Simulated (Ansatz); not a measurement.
**TiO2 (Rutile): the HSE06 gap against the k mesh of the hybrid**

How far can the k mesh of the hybrid be lowered for the gap of TiO2 (Rutile)?

Calculated with Ansatz 0.2.0; DFT, HSE06, plane waves, PAW.

## 1. The structure

It takes space group P4_2/mnm (No. 136, tetragonal). Conventional cell: a = 4.592 Å, b = 4.592 Å, c = 2.957 Å, α = 90.00°, β = 90.00°, γ = 90.00°. Nearest to Ti lie 6 O at 1.95 to 1.98 Å. Nearest to O lie 3 Ti at 1.95 to 1.98 Å. Farther neighbours and most contacts between anions are not listed.

The cell and positions come from the Crystallography Open Database and are kept as given unless a step says otherwise. The default PAW set here is soft_2. Its files were made with PBE.

## 2. k mesh of the hybrid: 2×2×2

input.yaml

```yaml
crystal:
  lattice:
    - [4.5922, 0.0, 0.0]
    - [0.0, 4.5922, 0.0]
    - [0.0, 0.0, 2.9574]
  atoms:
    - { symbol: Ti, position: [0.0, 0.0, 0.0] }
    - { symbol: Ti, position: [0.5, 0.5, 0.5] }
    - { symbol: O, position: [0.30496, 0.30496, 0.0] }
    - { symbol: O, position: [0.19504, 0.80496, 0.5] }
    - { symbol: O, position: [0.69504, 0.69504, 0.0] }
    - { symbol: O, position: [0.80496, 0.19504, 0.5] }
kpoints:
  mp_grid: { grid: [2, 2, 2] }
  band_path:
    path:
      - [0.0, 0.0, 0.0]
      - [0.0, 0.5, 0.0]
      - [0.5, 0.5, 0.0]
      - [0.0, 0.0, 0.5]
      - [0.0, 0.5, 0.5]
      - [0.5, 0.5, 0.5]
    npoints: 1
hamiltonian:
  xc: hse06
scf:
  occupations: { method: fixed }
  n_extra_bands: 6
output:
  eigenvalues: true
```

Command:

```bash
$ ansatz run input.yaml --threads 3 --pin off --max-ram 92160MiB --backend cuda --events-out ev --progress --plain --runs-dir out --devices 1 --max-vram 13GiB
```

Numbers of over 12 decimals in the logs are rounded to 6 here.

The program printed:

```text
scf.n_extra_bands = 6 over 24 filled bands (N_el = 48.0): the run solves 30 bands
exact exchange: scf.exx.singularity resolves to wigner_seitz, which cuts the screened interaction at the faces of the exchange supercell's Wigner-Seitz cell, so that each pair interacts once, at the shortest of its separations (the periodic images that this leaves out come, for a point-like exchange hole, to about 0.115 eV on a filled level). The cut falls within the interaction's reach, and what an exchange supercel [...]
GPUs: using 1 of 1 available (devices: 1).
Engine: ansatz 0.2.0, x86_64-unknown-linux-gnu
Pseudopotentials: kind: paw
Pseudopotential: Ti, paw, valence charge 12, recommended cutoff 420 eV (normal), Ti.paw.azcp
Pseudopotential: O, paw, valence charge 6, recommended cutoff 420 eV (normal), O.paw.azcp
Functional definition: HSE06
  parameter a = 0.25
  parameter omega = 0.11/bohr
  exchange = pbe_x - a*pbe_x_sr(omega) + a*exact_x_sr(omega)
  correlation = pbe_c
davidson cushion auto → on  (no smearing: the cushion is to keep the highest requested band from converging to the state above it; pin scf.eigensolver.cushion to override)
device memory: the entry about to start is reckoned to put 1.0 GiB on a device that reports 33.8 GiB free (of which the cap on the GPU budget leaves the run 13.0 GiB)
GPU FFT provider: cuFFT
GPU libraries: cuBLAS 13.8.2, cuFFT 12.4.0, cuSOLVER 12.3.4
Crystal: 6 atoms, lattice volume = 62.367 Å³
Basis set: ecut = 420 eV, 1217 PW (Γ)
Bands: 30, of which v1, the nominal top of the filled ones, is band 24 counted from 1 (23 counted from 0)
Symmetry: 16 space group operations
Space group: P42/mnm (ITA 136), of the structure as read, at distance tolerance 4.0e-5 Å
k-points: 6 of 8
Non-local potential: Ti, projectors of the file, l = 0: 3, l = 1: 2, l = 2: 3, l = 3: 1
Non-local potential: O, projectors of the file, l = 0: 2, l = 1: 2, l = 2: 1
PAW form: soft (Blöchl's): semilocal exchange-correlation on the pseudo side does not see the compensation charge
PAW frozen core: Ti, regenerated for the run's functional, and the local potential with it (the file was generated under x = pbe(κ = 0.804, μ = 0.219515), c = pbe(β = 0.066725))
PAW frozen core: O, regenerated for the run's functional, and the local potential with it (the file was generated under x = pbe(κ = 0.804, μ = 0.219515), c = pbe(β = 0.066725))
PAW one-centre angular grid: Ti, 590 points (default); XC on 64 Gauss nodes
PAW one-centre angular grid: O, 110 points (default); XC on 96 Gauss nodes
Initial density: superposition of atomic densities (neutral atoms: chi_scale 0, normalization atom), corrected by the library's trained network
Initial wavefunctions: pseudopotential atomic-orbital guess
GPU buffer pool allocated for 20480 grid points (all kernels)
GPU transforms: local potential and band sums: pruned to the plane-wave sphere, on 32×32×20
Functional: x = pbe(κ = 0.804, μ = 0.219515), c = pbe(β = 0.066725), warm-up for x = pbe(κ = 0.804, μ = 0.219515) + 0.25 (exact − pbe) at short range (hse, ω = 0.207870 Å⁻¹), c = pbe(β = 0.066725); HSE06 as pw.x's `hse` composes it (authors' and Libxc's form: `xc: wpbeh`)
SCF iter   1: F=—  HF=-7276.803271 eV  |F-HF|=—  |Δ(HF+E_count)|=         —  Δρ=1.15e-2  dr2=8.53e-2  ethr=1.77e-3  ⟨swp⟩=4.7  Hψ=747  notcnv=0
preconditioner: auto → none  [insulator: Δε(μ)=1.881 eV  Ē_g=9.374 eV  n_scr=18 (ndim 8)  ℏωp=26.6 eV  f_vac=0.017]
SCF iter   2: F=—  HF=-7276.822680 eV  |F-HF|=—  |Δ(HF+E_count)|=   1.94e-2  Δρ=1.68e-2  dr2=1.72e-1  ethr=1.78e-4  ⟨swp⟩=4.0  Hψ=547  notcnv=0
SCF iter   3: F=—  HF=-7276.792331 eV  |F-HF|=—  |Δ(HF+E_count)|=   3.03e-2  Δρ=4.92e-3  dr2=1.13e-2  ethr=1.78e-4  ⟨swp⟩=3.0  Hψ=417  notcnv=0
iter 4 solved again at ethr=2.45e-7 eV; its pass at ethr=2.36e-5 eV (dr2=1.17e-4 eV) is discarded
SCF iter   4: F=-7276.791280 eV  HF=-7276.791350 eV  |F-HF|=7.01e-5  |Δ(HF+E_count)|=   9.81e-4  Δρ=5.04e-4  dr2=1.14e-4  ethr=2.45e-7  ⟨swp⟩=4.0  Hψ=962  notcnv=0
[...]
SCF iter   3: F=—  HF=-7275.374417 eV  |F-HF|=—  |Δ(HF+E_count)|=   1.22e-1  Δρ=4.60e-3  dr2=1.73e-2  ethr=2.38e-6  ⟨swp⟩=5.0  Hψ=792  notcnv=0
SCF iter   4: F=—  HF=-7275.422858 eV  |F-HF|=—  |Δ(HF+E_count)|=   4.84e-2  Δρ=4.02e-3  dr2=1.34e-2  ethr=2.38e-6  ⟨swp⟩=4.0  Hψ=624  notcnv=0
SCF iter   5: F=—  HF=-7275.419224 eV  |F-HF|=—  |Δ(HF+E_count)|=   3.63e-3  Δρ=7.24e-4  dr2=1.50e-4  ethr=2.38e-6  ⟨swp⟩=4.0  Hψ=604  notcnv=0
SCF iter   6: F=-7275.419778 eV  HF=-7275.419815 eV  |F-HF|=3.69e-5  |Δ(HF+E_count)|=   5.91e-4  Δρ=2.82e-4  dr2=5.00e-5  ethr=2.11e-7  ⟨swp⟩=3.5  Hψ=559  notcnv=0
SCF 2 stopped early in 6 iterations: F = -7275.419778 eV  dr2 = 5.00e-5
  greatest PAW one-centre occupation: 1.000 electrons in one spin orbital (limit 2), on the Ti atom at site 1 (counted from 0), in its partial waves of l = 0
hybrid outer 1: dexx = +5.619e-2 eV, tail = 2.54e-4 eV
GPU FFT provider: cuFFT
GPU libraries: cuBLAS 13.8.2, cuFFT 12.4.0, cuSOLVER 12.3.4
GPU buffer pool allocated for 20480 grid points (all kernels)
GPU transforms: local potential and band sums: pruned to the plane-wave sphere, on 32×32×20
Exchange kernel: α = 0.2500, screened, ω = 0.2079 Å⁻¹, Wigner–Seitz truncation, v(0) = 746.4871 eV·Å³, q-mesh 2×2×2, nearest image of the exchange supercell L = 5.91 Å, pair-density grid 30×30×20, without the augmentation charges, whose exchange is taken in its separable form by FFT convolution over the k-point mesh (sized by the pseudopotential files, 32×32×20 at the most), smooth part of the exact exchange by density-matrix convolution in up to 344.0 MiB of GPU memory as planned if the GPU has room (build and FFT work areas not counted)
Frozen-core exchange: fock
SCF iter   1: F=—  HF=-7275.418545 eV  |F-HF|=—  |Δ(HF+E_count)|=         —  Δρ=2.28e-4  dr2=3.34e-5  ethr=2.65e-6  ⟨swp⟩=2.7  Hψ=406  notcnv=0
preconditioner: auto → none  [insulator: Δε(μ)=3.278 eV  Ē_g=11.515 eV  n_scr=18 (ndim 8)  ℏωp=26.6 eV  f_vac=0.020]
iter 2 solved again at ethr=7.13e-10 eV; its pass at ethr=6.54e-8 eV (dr2=3.42e-7 eV) is discarded
SCF iter   2: F=—  HF=-7275.418538 eV  |F-HF|=—  |Δ(HF+E_count)|=   6.71e-6  Δρ=3.85e-5  dr2=1.21e-6  ethr=7.13e-10  ⟨swp⟩=3.7  Hψ=1001  notcnv=0
SCF iter   3: F=—  HF=-7275.418543 eV  |F-HF|=—  |Δ(HF+E_count)|=   5.51e-6  Δρ=3.87e-5  dr2=7.40e-7  ethr=7.13e-10  ⟨swp⟩=4.5  Hψ=627  notcnv=0
SCF iter   4: F=-7275.418543 eV  HF=-7275.418543 eV  |F-HF|=7.18e-9  |Δ(HF+E_count)|=   1.93e-7  Δρ=5.30e-6  dr2=2.44e-8  ethr=7.13e-10  ⟨swp⟩=3.0  Hψ=498  notcnv=0
SCF 3 converged in 4 iterations: F = -7275.418543 eV  dr2 = 2.44e-8
hybrid outer 2: dexx = +5.676e-6 eV, tail = 9.97e-8 eV, Δε = 7.33e-3 eV (about 1.87e-4 eV left of the loop's levels)
device memory: the entry about to start is reckoned to put 0.4 GiB on a device that reports 29.7 GiB free (of which the cap on the GPU budget leaves the run 13.0 GiB)
NSCF: frozen V_eff on 6 k-points
hybrid SCF converged: 2 outer / 10 inner (+4 warm-up), last move |dexx| = 5.68e-6 eV, tail = 9.97e-8 eV
Stability not checked: this state was not tested for a lower state beside it, because the functional holds exact exchange (a hybrid, or Hartree-Fock), whose exchange loop this test does not read (fock_operator; see scf.lower_state_search)
Free energy (F): -7275.418543 eV
Frozen-core exchange: fock
Harris-Foulkes:  -7275.418543 eV  (|F-HF|=7.18e-9)
Internal energy: -7275.418543 eV  (E = F + TS)
E sigma→0 (E₀):  -7275.418543 eV
Fermi energy:    8.278460 eV
--- Per-component energies (eV) ---
  E_band       = -505.113486
  E_kinetic    = 1250.480037
  E_local      = -3061.335427  (includes V_loc(G=0)·N_el)
  E_nonlocal   = 184.999522
  E_hartree    = 1160.123732
  E_xc         = -396.763688
  E_vxc        = -498.110743  (∫ρ·V_xc dr)
  E_exx        = -157.211706  (= α·E_x^exact, valence–valence)
  E_paw        = -2658.175727  (= ΣΔE_a)
  E_vpaw       = -386.977677  (= ΣTr[D̂ρ^β])
  E_aug_tail   = 0.010054  (compensation charges beyond the density's cutoff)
  E_ewald      = -3597.094824
  E_core_change = -0.450516  (= ΣΔE_core)
  E_smearing   = -0.000000  (= −TS)
  E_closure    = -0.000000  (closes the sum)
  Σ components = -7275.418543   (vs F -7275.418543, Δ=0.00e0)
--- Band table (eV; the first three rows and the last of 6) ---
  k-point 0: bands = [... 20 lower, 7.4732, 7.8146, 7.8146, 8.2785, 11.5741, 11.8885, 12.1026, 12.2143, ... 2 higher]
  k-point 1: bands = [... 20 lower, 5.7453, 5.7453, 6.6631, 6.6631, 12.6911, 12.6911, 13.0619, 13.0619, ... 2 higher]
  k-point 2: bands = [... 20 lower, 6.4605, 6.4605, 7.4504, 7.4504, 12.3203, 12.3203, 12.8032, 12.8032, ... 2 higher]
  k-point 5: bands = [... 20 lower, 6.8941, 6.8941, 7.5104, 7.5104, 12.2898, 12.2898, 13.0074, 13.0074, ... 2 higher]
```

Wall time 12 s (1 × NVIDIA H100 80GB HBM3 (shared by 6 runs) with 3 threads of AMD EPYC 7R13 (Zen 3), shared host); peak memory 1.1 GiB.

The column dr2 measures how far the density is from self-consistency, as an energy; F and HF (Harris–Foulkes) agree once it is small.

This step gave:

- gap: 3.273 eV
- valence top at: Γ
- conduction bottom at: R
- least direct gap: 3.296 eV
- exact-exchange fraction: 0.25

The gap is indirect, with the least direct gap 0.02 eV higher.

## 3. k mesh of the hybrid: 2×2×4

input.yaml, as its differences from that of step 2:

```diff
@@ -13,3 +13,3 @@
 kpoints:
-  mp_grid: { grid: [2, 2, 2] }
+  mp_grid: { grid: [2, 2, 4] }
   band_path:
@@ -30 +30,5 @@
   eigenvalues: true
+  write_density: true
+  write_potential: true
+  elf: true
+  volumetric_format: npy
```

The program printed:

```text
[...]
GPUs: using 1 of 1 available (devices: 1).
[...]
GPU FFT provider: cuFFT
GPU libraries: cuBLAS 13.8.2, cuFFT 12.4.0, cuSOLVER 12.3.4
Crystal: 6 atoms, lattice volume = 62.367 Å³
Basis set: ecut = 420 eV, 1217 PW (Γ)
Bands: 30, of which v1, the nominal top of the filled ones, is band 24 counted from 1 (23 counted from 0)
[... 1 set-up line as in the run before ...]
[...]
k-points: 9 of 16
[...]
Fermi energy:    8.213711 eV
[...]
--- Band table (eV; the first three rows and the last of 9) ---
  k-point 0: bands = [... 20 lower, 7.4538, 7.7689, 7.7689, 8.2137, 11.5936, 11.9234, 12.1906, 12.2676, ... 2 higher]
  k-point 1: bands = [... 20 lower, 6.2257, 6.6726, 6.6726, 7.7133, 11.9845, 12.3353, 12.6669, 12.9092, ... 2 higher]
  k-point 2: bands = [... 20 lower, 5.7077, 5.7077, 6.6121, 6.6121, 12.7578, 12.7578, 13.0919, 13.0919, ... 2 higher]
  k-point 8: bands = [... 20 lower, 6.8560, 6.8560, 7.4586, 7.4586, 12.3539, 12.3539, 13.0609, 13.0609, ... 2 higher]
[key lines of the parts left out:]
Free energy (F): -7275.776243 eV
```

It took 12 s on 1 × NVIDIA H100 80GB HBM3 (shared by 6 runs) with 3 threads; peak memory 1.2 GiB.

Numbers from this step:

| Property | Result |
| --- | --- |
| gap | 3.380 eV |
| valence top at | Γ |
| conduction bottom at | Γ |
| least direct gap | 3.380 eV |

The gap is 3.380 eV, +0.107 eV from the run before at this level.

## 4. The series

Differences are against the last row; a negative gap means that bands overlap, and a run with a band path holds that path's time. Times are wall times on 1 × NVIDIA H100 80GB HBM3 (shared by 6 runs) with 3 threads of AMD EPYC 7R13 (Zen 3), shared host, good to a factor of about two.

```tsv
k mesh of the hybrid	gap (eV)	direct gap (eV)	gap error (eV)	energy error (meV/atom)	irreducible k	time
2×2×2	3.273	3.296	−0.107	+59.6	6	12 s
2×2×4	3.380	3.380	+0.000	+0.0	9	12 s
```

## 5. Summary of results

- 2×2×2: 3.273 eV
- 2×2×4: 3.380 eV

**Reading.** The gap holds to 0.02 eV from 2×2×4 on, the last run itself, so the series does not show convergence. At 2×2×2 the gap is off by −0.107 eV and the energy by +60 meV/atom. The gap is read over the mesh and added points near the edges, so meshes differ mainly through the density and, for a hybrid, the exchange operator.

[Paths, hosts, dates, memory and timing lines, banners, echoed tables and standing remarks are left out of the program output.]

[Logs are printed without paths, hosts, clocks, repeated set-up lines and the standing remarks that a program may print on its own settings, such as how far it seeks lower states.]

[Runs of the session that timed out or met a known fault of the program may be left out.]

[Cells called generated may have been cut or substituted from an entry of the Crystallography Open Database or the Materials Project.]

[Hosts, paths, dates, database ids (printed as entryN), source tags and the programs' standing remarks are cut or masked in the printed files.]
